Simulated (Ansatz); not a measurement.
# Mg2B (built on the sites of a database entry of Be2B): phonons and vibrational spectra

Task: relax Mg2B (built on the sites of a database entry of Be2B), then find its harmonic phonons.

Main program and level: Ansatz 0.2.0; DFT PBE, scalar-relativistic, plane waves, norm-conserving pseudopotentials.

The structure was built from a prototype and need not be the compound's stable phase.

## (1) The starting structure

The structure is cubic, space group Fm-3m (No. 225). The conventional cell has a = 6.040 Å, b = 6.040 Å, c = 6.040 Å, α = 90.00°, β = 90.00°, γ = 90.00°. Mg has 4 B at 2.62 Å nearest. Nearest to B lie 8 Mg at 2.62 Å. Farther neighbours are not listed.

## (2) Bringing the structure to rest, k-mesh 10×10×10

The cell and atoms are relaxed, since residual forces and stress would shift the frequencies.

Contents of input.yaml:

```yaml
crystal:
  lattice:
    - [0.0, 3.02013, 3.02013]
    - [3.02013, 0.0, 3.02013]
    - [3.02013, 3.02013, 0.0]
  atoms:
    - { symbol: Mg, position: [0.25, 0.25, 0.25] }
    - { symbol: Mg, position: [0.75, 0.75, 0.75] }
    - { symbol: B, position: [0.0, 0.0, 0.0] }
kpoints:
  mp_grid: { grid: [10, 10, 10] }
hamiltonian:
  xc: pbe
  pseudopotentials: { kind: nc }
scf:
  occupations: { method: gaussian, width: 0.1 }
output:
  forces: true
  stress: true
  eigenvalues: true
  write_density: true
  write_potential: true
  elf: true
  volumetric_format: npy
relax:
  adjacent_minimum: "off"
  f_tol: 0.005
  max_steps: 80
  cell: { stress_tol: 0.05 }
```

Launch:

```
$ ansatz run input.yaml --threads 4 --pin off --max-ram 7168MiB --backend cpu --events-out ev --progress --plain --runs-dir out
```

Numbers of over 12 decimals in the logs are rounded to 6 here.

Log:

```text
Engine: ansatz 0.2.0, aarch64-unknown-linux-gnu
Pseudopotentials: kind: nc
Pseudopotential: Mg, nc, valence charge 10, recommended cutoff 1142.878222 eV (normal), Mg.nc.azcp
Pseudopotential: B, nc, valence charge 3, recommended cutoff 1116 eV (normal), B.nc.azcp
Functional definition: PBE
  parameter kappa = 0.804
  parameter beta = 0.066725
  exchange = pbe_x(kappa = kappa, mu = beta*pi^2/3)
  correlation = pbe_c(beta = beta)
Crystal: 3 atoms, lattice volume = 55.094 Å³
Basis set: ecut = 1142.878222 eV, 4909 PW (Γ), exchange–correlation on 96×96×96 points (8 copies of the dense FFT grid, shifted against one another)
Bands: 16, of which v1, the nominal top of the filled ones, is band 12 counted from 1 (11 counted from 0)
Symmetry: 48 space group operations
Space group: Fm-3m (ITA 225), of the structure as read, at distance tolerance 3.8e-5 Å
k-points: 47 of 1000
Non-local potential: Mg, projectors of the file, l = 0: 2, l = 1: 2
Non-local potential: B, projectors of the file, l = 0: 2, l = 1: 2
Initial density: superposition of atomic densities (chi_scale 0.1, normalization cell, long waves kept (reshape's long-wave potential 0.00 eV rms))
Initial wavefunctions: pseudopotential atomic-orbital guess
Functional: x = pbe(κ = 0.804, μ = 0.219515), c = pbe(β = 0.066725)
SCF iter   1: F=—  HF=-3312.814087 eV  |F-HF|=—  |Δ(HF+E_count)|=         —  Δρ=3.79e-2  dr2=1.77e0  ethr=3.10e-3  ⟨swp⟩=6.1  Hψ=4256  notcnv=0
preconditioner: auto → Kerker (q_TF=auto, 2.359 Å⁻¹)  [metal: Δε(μ)=0.071 eV  Ē_g=7.536 eV  σ=0.100 eV  W_gap=0.35  n_scr=14 (ndim 8)  ℏωp=13.2 eV  f_vac=0.000  D(μ)=1.94/eV (n_scr^D=14)]
SCF iter   2: F=—  HF=-3312.467084 eV  |F-HF|=—  |Δ(HF+E_count)|=   3.47e-1  Δρ=2.00e-2  dr2=4.70e-1  ethr=3.10e-3  ⟨swp⟩=2.3  Hψ=1338  notcnv=0  defer=7
SCF iter   3: F=—  HF=-3312.369162 eV  |F-HF|=—  |Δ(HF+E_count)|=   9.79e-2  Δρ=5.49e-3  dr2=1.81e-2  ethr=2.04e-3  ⟨swp⟩=2.3  Hψ=1099  notcnv=0  defer=11
SCF iter   4: F=—  HF=-3312.369542 eV  |F-HF|=—  |Δ(HF+E_count)|=   3.80e-4  Δρ=7.37e-4  dr2=4.83e-4  ethr=7.86e-5  ⟨swp⟩=1.4  Hψ=871  notcnv=0  defer=11
SCF iter   5: F=—  HF=-3312.369781 eV  |F-HF|=—  |Δ(HF+E_count)|=   2.39e-4  Δρ=3.44e-4  dr2=1.25e-4  ethr=2.10e-6  ⟨swp⟩=2.0  Hψ=882  notcnv=0  defer=11
SCF iter   6: F=—  HF=-3312.369805 eV  |F-HF|=—  |Δ(HF+E_count)|=   2.43e-5  Δρ=9.84e-5  dr2=5.62e-6  ethr=5.45e-7  ⟨swp⟩=2.0  Hψ=884  notcnv=0  defer=11
SCF iter   7: F=—  HF=-3312.369281 eV  |F-HF|=—  |Δ(HF+E_count)|=   5.24e-4  Δρ=1.63e-5  dr2=7.05e-8  ethr=4.35e-10  ⟨swp⟩=10.9  Hψ=5919  notcnv=0
SCF iter   8: F=-3312.369281 eV  HF=-3312.369281 eV  |F-HF|=1.68e-9  |Δ(HF+E_count)|=   1.37e-8  Δρ=3.63e-6  dr2=3.43e-9  ethr=3.06e-10  ⟨swp⟩=6.9  Hψ=4597  notcnv=0
SCF 1 converged in 8 iterations: F = -3312.369281 eV  dr2 = 3.43e-9
relax step   1: F+E_penalty+E_count = -3312.36928058 eV  Δ(F+E_penalty+E_count) = +0.000e0 eV  max|allowed force component| = 3.701e-17 eV/Å  Δτ_max = 0.0000 Å  P = -6.482 GPa  Ω = 55.094 Å³  (8 SCF iters, dr2 threshold 1.00e-7 eV, accepted)
Crystal: 3 atoms, lattice volume = 47.423 Å³
Basis set: ecut = 1142.878222 eV, 4111 PW (Γ), exchange–correlation on 96×96×96 points (8 copies of the dense FFT grid, shifted against one another)
Initial density: handed on by an earlier stage of this run
Initial wavefunctions: those handed on with the density
iter 1 solved again at ethr=4.51e-4 eV; its pass at ethr=3.10e-3 eV (dr2=1.04e-1 eV) is discarded
SCF iter   1: F=—  HF=-3312.540515 eV  |F-HF|=—  |Δ(HF+E_count)|=         —  Δρ=1.02e-2  dr2=1.04e-1  ethr=4.51e-4  ⟨swp⟩=1.0  Hψ=5908  notcnv=0
preconditioner: auto → Kerker (q_TF=auto, 2.418 Å⁻¹)  [metal: Δε(μ)=0.093 eV  Ē_g=8.118 eV  σ=0.100 eV  W_gap=0.49  n_scr=14 (ndim 8)  ℏωp=14.3 eV  f_vac=0.000  D(μ)=1.43/eV (n_scr^D=14)]
SCF iter   2: F=—  HF=-3312.517156 eV  |F-HF|=—  |Δ(HF+E_count)|=   2.34e-2  Δρ=5.32e-3  dr2=3.03e-2  ethr=4.51e-4  ⟨swp⟩=1.1  Hψ=762  notcnv=0
preconditioner: auto → none  [insulator: Δε(μ)=0.099 eV  Ē_g=8.091 eV  σ=0.100 eV  W_gap=0.51  n_scr=14 (ndim 8)  ℏωp=14.3 eV  f_vac=0.000  D(μ)=1.38/eV (n_scr^D=14)  ε∞_Penn≈4.1]
SCF iter   3: F=—  HF=-3312.509903 eV  |F-HF|=—  |Δ(HF+E_count)|=   7.25e-3  Δρ=8.92e-4  dr2=4.10e-4  ethr=1.32e-4  ⟨swp⟩=2.0  Hψ=1034  notcnv=0
SCF iter   4: F=—  HF=-3312.509899 eV  |F-HF|=—  |Δ(HF+E_count)|=   3.33e-6  Δρ=2.83e-4  dr2=6.65e-5  ethr=1.78e-6  ⟨swp⟩=2.0  Hψ=909  notcnv=0
SCF iter   5: F=—  HF=-3312.509447 eV  |F-HF|=—  |Δ(HF+E_count)|=   4.52e-4  Δρ=7.02e-5  dr2=3.96e-6  ethr=2.89e-7  ⟨swp⟩=1.9  Hψ=866  notcnv=0
SCF iter   6: F=-3312.509446 eV  HF=-3312.509446 eV  |F-HF|=2.02e-8  |Δ(HF+E_count)|=   1.10e-6  Δρ=6.14e-6  dr2=2.84e-8  ethr=1.30e-9  ⟨swp⟩=10.4  Hψ=5863  notcnv=0
SCF 2 converged in 6 iterations: F = -3312.509446 eV  dr2 = 2.84e-8
relax step   2: F+E_penalty+E_count = -3312.50944589 eV  Δ(F+E_penalty+E_count) = -1.402e-1 eV  max|allowed force component| = 7.401e-17 eV/Å  Δτ_max = 0.0000 Å  P = +1.719 GPa  Ω = 47.423 Å³  energy of the carried Pulay correction = +1.425e-3 eV  (6 SCF iters, dr2 threshold 3.00e-7 eV, accepted)
Crystal: 3 atoms, lattice volume = 48.849 Å³
Basis set: ecut = 1142.878222 eV, 4279 PW (Γ), exchange–correlation on 96×96×96 points (8 copies of the dense FFT grid, shifted against one another)
iter 1 solved again at ethr=2.28e-5 eV; its pass at ethr=3.10e-3 eV (dr2=5.25e-3 eV) is discarded
SCF iter   1: F=—  HF=-3312.517200 eV  |F-HF|=—  |Δ(HF+E_count)|=         —  Δρ=2.26e-3  dr2=5.31e-3  ethr=2.28e-5  ⟨swp⟩=1.0  Hψ=4995  notcnv=0
preconditioner: auto → Kerker (q_TF=auto, 2.406 Å⁻¹)  [metal: Δε(μ)=0.095 eV  Ē_g=7.901 eV  σ=0.100 eV  W_gap=0.50  n_scr=14 (ndim 8)  ℏωp=14.1 eV  f_vac=0.000  D(μ)=1.34/eV (n_scr^D=14)]
SCF iter   2: F=—  HF=-3312.516021 eV  |F-HF|=—  |Δ(HF+E_count)|=   1.18e-3  Δρ=1.19e-3  dr2=1.58e-3  ethr=2.28e-5  ⟨swp⟩=1.0  Hψ=752  notcnv=0
SCF iter   3: F=—  HF=-3312.515644 eV  |F-HF|=—  |Δ(HF+E_count)|=   3.78e-4  Δρ=3.14e-4  dr2=5.28e-5  ethr=6.88e-6  ⟨swp⟩=1.9  Hψ=898  notcnv=0
SCF iter   4: F=—  HF=-3312.515218 eV  |F-HF|=—  |Δ(HF+E_count)|=   4.26e-4  Δρ=3.03e-4  dr2=7.16e-5  ethr=2.30e-7  ⟨swp⟩=2.1  Hψ=913  notcnv=0
SCF iter   5: F=—  HF=-3312.515197 eV  |F-HF|=—  |Δ(HF+E_count)|=   2.13e-5  Δρ=2.70e-5  dr2=4.40e-7  ethr=2.30e-7  ⟨swp⟩=1.9  Hψ=901  notcnv=0
SCF iter   6: F=-3312.515197 eV  HF=-3312.515197 eV  |F-HF|=3.31e-8  |Δ(HF+E_count)|=   1.76e-7  Δρ=9.51e-6  dr2=7.23e-8  ethr=1.30e-9  ⟨swp⟩=12.1  Hψ=5489  notcnv=0
SCF 3 converged in 6 iterations: F = -3312.515197 eV  dr2 = 7.23e-8
relax step   3: F+E_penalty+E_count = -3312.51519684 eV  Δ(F+E_penalty+E_count) = -5.751e-3 eV  max|allowed force component| = 6.476e-17 eV/Å  Δτ_max = 0.0000 Å  P = -0.315 GPa  Ω = 48.849 Å³  energy of the carried Pulay correction = +1.144e-3 eV  (6 SCF iters, dr2 threshold 3.00e-7 eV, accepted)
[...]
relax step   4: F+E_penalty+E_count = -3312.51547194 eV  Δ(F+E_penalty+E_count) = -2.751e-4 eV  max|allowed force component| = 1.172e-16 eV/Å  Δτ_max = 0.0000 Å  P = -0.011 GPa  Ω = 48.622 Å³  energy of the carried Pulay correction = +1.188e-3 eV  (5 SCF iters, dr2 threshold 2.48e-7 eV, accepted)
Initial wavefunctions: pseudopotential atomic-orbital guess (no wavefunctions were taken with the density)
iter 1 solved again at ethr=4.71e-8 eV; its pass at ethr=3.10e-3 eV (dr2=1.08e-5 eV) is discarded
SCF iter   1: F=—  HF=-3312.515308 eV  |F-HF|=—  |Δ(HF+E_count)|=         —  Δρ=8.92e-5  dr2=1.94e-7  ethr=4.71e-8  ⟨swp⟩=4.0  Hψ=6829  notcnv=0
preconditioner: auto → Kerker (q_TF=auto, 2.408 Å⁻¹)  [metal: Δε(μ)=0.095 eV  Ē_g=7.936 eV  σ=0.100 eV  W_gap=0.50  n_scr=14 (ndim 8)  ℏωp=14.1 eV  f_vac=0.000  D(μ)=1.35/eV (n_scr^D=14)]
SCF iter   2: F=—  HF=-3312.514866 eV  |F-HF|=—  |Δ(HF+E_count)|=   4.41e-4  Δρ=4.95e-5  dr2=6.14e-8  ethr=8.45e-10  ⟨swp⟩=2.0  Hψ=1245  notcnv=0
SCF iter   3: F=—  HF=-3312.514867 eV  |F-HF|=—  |Δ(HF+E_count)|=   4.06e-7  Δρ=4.10e-6  dr2=1.06e-9  ethr=2.67e-10  ⟨swp⟩=2.1  Hψ=938  notcnv=0
SCF iter   4: F=—  HF=-3312.514867 eV  |F-HF|=—  |Δ(HF+E_count)|=  5.82e-10  Δρ=7.59e-7  dr2=3.72e-10  ethr=4.62e-12  ⟨swp⟩=2.4  Hψ=1175  notcnv=0
SCF iter   5: F=-3312.514867 eV  HF=-3312.514867 eV  |F-HF|=6.82e-12  |Δ(HF+E_count)|=  1.31e-10  Δρ=4.84e-7  dr2=2.81e-11  ethr=1.00e-12  ⟨swp⟩=5.3  Hψ=3507  notcnv=0
SCF 5 converged in 5 iterations: F = -3312.514867 eV  dr2 = 2.81e-11
relax step   5: F+E_penalty+E_count = -3312.51486657 eV  Δ(F+E_penalty+E_count) = +6.054e-4 eV  max|allowed force component| = 8.674e-17 eV/Å  Δτ_max = 0.0000 Å  P = -0.025 GPa  Ω = 48.622 Å³  stress off target by 2.50e-2 GPa  SCF on the basis re-selected at this cell (its energy is not comparable with the rows above)  (5 SCF iters)
basis re-selected at this cell: Δ(F+E_penalty+E_count) = +6.054e-4 eV, ΔP = -0.014 GPa vs the last step (what re-selecting the basis moved, of the pressure what is left beyond the Pulay correction that the steps carried, after the strain that the cell walked since its last selection, with what the two solves' SCF thresholds leave and, on support functions, any second-order correction that the steps lacked; it is no m [...]
SCF converged after 5 iterations
Free energy (F): -3312.514867 eV
Harris-Foulkes:  -3312.514867 eV  (|F-HF|=6.82e-12)
Internal energy: -3312.508097 eV  (E = F + TS)
E sigma→0 (E₀):  -3312.511482 eV
Entropy (-TS):   -0.006770 eV (-2.257 meV/atom)
Fermi energy:    5.994275 eV
--- Per-component energies (eV) ---
  E_band       = -684.570890
  E_kinetic    = 1900.123649
  E_local      = -3322.830268  (includes V_loc(G=0)·N_el)
  E_nonlocal   = -1023.938739
  E_hartree    = 1180.393369
  E_xc         = -465.059521
  E_vxc        = -598.712199  (∫ρ·V_xc dr)
  E_ewald      = -1581.196587
  E_smearing   = -0.006770  (= −TS)
  E_closure    = 0.000000  (closes the sum)
  Σ components = -3312.514867   (vs F -3312.514867, Δ=0.00e0)
--- Forces (eV/Å), atoms counted from 1 ---
  atom   1  Mg     0.00000000     0.00000000     0.00000000
  atom   2  Mg     0.00000000    -0.00000000    -0.00000000
  atom   3  B     -0.00000000    -0.00000000     0.00000000
  max |Σ_I F_I| component: 1.85e-17 eV/Å
--- Stress (GPa, compression-positive) ---
       -0.025031       0.000000       0.000000
        0.000000      -0.025031       0.000000
        0.000000       0.000000      -0.025031
  P = ⅓ Tr σ = -0.0250 GPa (-0.250 kbar)
--- Band table (eV; the first three rows and the last of 47) ---
  k-point 0: bands = [... 8 lower, -2.4735, 6.9239, 6.9239, 6.9239, 9.5009, 11.2212, 11.2212, 11.2212]
  k-point 1: bands = [... 8 lower, -2.3594, 6.2241, 6.8479, 6.8479, 9.8537, 11.3207, 11.3908, 11.3908]
  k-point 2: bands = [... 8 lower, -2.0237, 4.9024, 6.6748, 6.6748, 9.9853, 11.5468, 11.5468, 11.8507]
  k-point 46: bands = [... 8 lower, 0.3504, 2.9997, 3.7260, 4.1357, 9.2951, 11.2019, 12.3537, 13.1323]
--- Relaxed structure (4 steps of the walk, 4 accepted, 1 SCFs on fresh bases) ---
  F+E_penalty+E_count = -3312.51486657 eV   max|allowed force component| = 8.674e-17 eV/Å   (the final SCF, on the basis selected at the relaxed cell)
  cell:  # Å, volume = 48.6222 Å³
    - [0, 2.896908, 2.896908]
    - [2.896908, 0, 2.896908]
    - [2.896908, 2.896908, 0]
  atoms:
    - { symbol: Mg, position: [0.25, 0.25, 0.25] }
    - { symbol: Mg, position: [0.75, 0.75, 0.75] }
    - { symbol: B, position: [0, 0, 0] }
```

It took 11 s on 4 threads of Arm Neoverse V1, shared host; peak memory 0.5 GiB; 41 s of CPU time.

The steps of the relaxation:

```
step  energy less that of the first step (eV)  largest force component (eV/Å)  pressure (GPa)  volume (Å³)
   1                                   0.0000                          0.0000           -6.48        55.09
   2                                  -0.1402                          0.0000            1.72        47.42
   3                                  -0.1459                          0.0000           -0.32        48.85
   4                                  -0.1462                          0.0000           -0.01        48.62
  5*                                  -0.1456                          0.0000           -0.03        48.62
```

Relaxation steps marked * repeat the geometry before them on a plane-wave basis chosen anew for their cell, so energy and pressure can jump there.

The run keeps the 48 symmetry operations that it works with, so distortions that break them were not tested.

```
conventional cell, symmetrised  before  after   change
                         a (Å)   6.040  5.794   -4.1 %
                         b (Å)   6.040  5.794   -4.1 %
                         c (Å)   6.040  5.794   -4.1 %
              volume (Å³/atom)   18.36  16.21  -11.7 %
```

Final coordinates:

```cif
data_structure
_symmetry_space_group_name_H-M 'P 1'
_symmetry_Int_Tables_number 1
_cell_length_a 4.0968
_cell_length_b 4.0968
_cell_length_c 4.0968
_cell_angle_alpha 60.000
_cell_angle_beta 60.000
_cell_angle_gamma 60.000
_cell_volume 48.62
loop_
_atom_site_label
_atom_site_type_symbol
_atom_site_fract_x
_atom_site_fract_y
_atom_site_fract_z
_atom_site_occupancy
Mg1 Mg 0.25000 0.25000 0.25000 1
Mg2 Mg 0.75000 0.75000 0.75000 1
B3 B 0.00000 0.00000 0.00000 1
```

Numbers from this step:

```
pressure          : -0.02503 GPa
volume per atom   : 16.21 Å³
gap on the k-mesh : 0 eV
```

ELF in the ac plane of a cell with a along [110], b along [-110] and c along [001] of the cube at fractional y = 0.000, with atoms of Mg and B within 0.2 Å of it. It is the smooth field of the valence electrons, not physical close to the nuclei.

Ten even steps from '_' (0.04) to '@' (0.78), each cell a mean:
```
..**@@@@++::::++@@@@++..--%%@@##==::==##@@%%::
##@@@@**........**@@@@##%%@@%%--__....--%%@@%%
@@@@##::::####--::##@@@@@@@@++..++%%++..++@@@@
%%##==__##%%%%**..==##%%%%**::::@@**@@::::**%%
++==::__**@@@@++__::==++==--__::%%@@@@....====
::::..__..====..__..::::::..____--++::__..::::
____......____......______......______......__
____..::--------::..________..----------..____
____..::::::::::::..________..::::::::::..____
......______..____............____..____......
----..__--%%%%--__..------::____**@@**..__::--
****--__##%%%%**__--******++..--@@**@@::..++**
@@%%**..++@@@@++..**%%@@@@##--::%%@@%%..--%%@@
@@@@%%--..====..==@@@@@@@@@@**..::++::..##@@@@
==##@@##--..__--%%@@%%==**@@@@++..__..++@@@@**
__==@@@@##====##@@@@==__..##@@%%++--++%%@@##..
```
Columns run along a (8.2 Å), rows up along c (5.8 Å), edges of the conventional cell, whose origin can differ from the input's. Atoms in or near the plane, at fractional coordinates: Mg at (0.25, 0.25), Mg at (0.75, 0.25), Mg at (0.25, 0.75), Mg at (0.75, 0.75), B at (0.00, 0.00), B at (0.50, 0.00).

Valence density in the ac plane of a cell with a along [110], b along [-110] and c along [001] of the cube at fractional y = 0.000, with atoms of Mg and B within 0.2 Å of it. It is the smooth field of the valence electrons, not physical close to the nuclei.

Ten steps, logarithmic in the rise over the least value, from '0' (0 e/Å³) to '9' (20 e/Å³), each cell a mean:
```
22211001122222110001122
22111111112222111111122
11113773111111115751111
10016996100111038983011
00015995100000028972000
00001441000000013430000
00000000000000000100000
00000000000000000000000
00000000000000000000000
00000110000000001110000
00003773000000015751000
00016996100000038983000
11115995111111127972111
22111442112221113531112
22211011122222110111122
12211001122122110001122
```
Columns run along a (8.2 Å), rows up along c (5.8 Å), edges of the conventional cell, whose origin can differ from the input's. Atoms in or near the plane, at fractional coordinates: Mg at (0.25, 0.25), Mg at (0.75, 0.25), Mg at (0.25, 0.75), Mg at (0.75, 0.75), B at (0.00, 0.00), B at (0.50, 0.00).

Electrostatic potential energy in the ac plane of a cell with a along [110], b along [-110] and c along [001] of the cube at fractional y = 0.000, with atoms of Mg and B within 0.2 Å of it. With pseudopotentials it is smooth inside the atoms' cores, unlike the true potential.

Values in eV, 9 rows by 16 columns, each cell a mean:
```
-34  -2   6   2   2   5   3 -25 -34  -2   6   2   2   5   3 -25
  6   6  -1 -35 -45  -9   5   6   6   6  -1 -35 -45  -9   5   6
  9   7  -4 -48 -60 -14   5   9   9   7  -4 -48 -60 -14   5   9
  9   8   5  -2  -3   3   7   9   9   8   5  -2  -3   3   7   9
  9   9   7   5   5   7   9   9   9   9   7   5   5   7   9   9
  9   8   3 -10 -14   0   7   9   9   8   3 -10 -14   0   7   9
  9   7  -5 -56 -67 -17   5   9   9   7  -5 -56 -67 -17   5   9
  2   6   1 -21 -29  -4   5   4   2   6   1 -21 -29  -4   5   4
-49  -6   6   4   4   6   2 -36 -49  -6   6   4   4   6   2 -36
```
Columns run along a (8.2 Å; values clipped at the 3rd and 97th percentile), rows up along c (5.8 Å), edges of the conventional cell, whose origin can differ from the input's. Atoms in or near the plane, at fractional coordinates: Mg at (0.25, 0.25), Mg at (0.75, 0.25), Mg at (0.25, 0.75), Mg at (0.75, 0.75), B at (0.00, 0.00), B at (0.50, 0.00).

In this step the volume went from 18.36 to 16.21 Å³/atom.

## (3) Relaxation, k-mesh 12×12×12

The relaxation is repeated from its end, on the mesh and smearing that suit the cell and gap now reached.

input.yaml, the sections that differ from step 2:

```yaml
crystal:
  lattice:
    - [0.0, 2.896908268, 2.896908268]
    - [2.896908268, 0.0, 2.896908268]
    - [2.896908268, 2.896908268, 0.0]
  atoms:
    - { symbol: Mg, position: [0.25, 0.25, 0.25] }
    - { symbol: Mg, position: [0.75, 0.75, 0.75] }
    - { symbol: B, position: [0.0, 0.0, 0.0] }
kpoints:
  mp_grid: { grid: [12, 12, 12] }
output:
  forces: true
  stress: true
  eigenvalues: true
# hamiltonian, scf, relax: as in step 2
```

Log:

```text
[...]
Crystal: 3 atoms, lattice volume = 48.622 Å³
Basis set: ecut = 1142.878222 eV, 4279 PW (Γ), exchange–correlation on 96×96×96 points (8 copies of the dense FFT grid, shifted against one another)
Bands: 16, of which v1, the nominal top of the filled ones, is band 12 counted from 1 (11 counted from 0)
Symmetry: 48 space group operations
[...]
k-points: 72 of 1728
[...]
--- Relaxed structure (1 steps of the walk, 1 accepted, 1 SCFs on fresh bases) ---
[...]
cell:  # Å, volume = 48.6222 Å³
    - [0.0, 2.896908268, 2.896908268]
    - [2.896908268, 0.0, 2.896908268]
    - [2.896908268, 2.896908268, 0.0]
  atoms:
    - { symbol: Mg, position: [0.25, 0.25, 0.25] }
    - { symbol: Mg, position: [0.75, 0.75, 0.75] }
    - { symbol: B, position: [0.0, 0.0, 0.0] }
[key lines of the parts left out:]
SCF converged after 4 iterations
Free energy (F): -3312.511153 eV
Fermi energy:    6.010697 eV
P = ⅓ Tr σ = -0.0037 GPa (-0.037 kbar)
```

Wall time 6 s (4 threads); peak memory 0.52 GiB; 23 s of CPU time.

Little changed from the start: no atom moved by 0.005 Å and no cell edge by 0.1 %.

Numbers from this step:

```
pressure : -0.003706 GPa
```

In this step the volume went from 16.21 to 16.21 Å³/atom.

[end of part 1 of 2]

[Logs are printed without paths, hosts, clocks, repeated set-up lines and the standing remarks that a program may print on its own settings, such as how far it seeks lower states.]

[Hosts, paths, dates, database ids (printed as entryN), source tags and the programs' standing remarks are cut or masked in the printed files.]
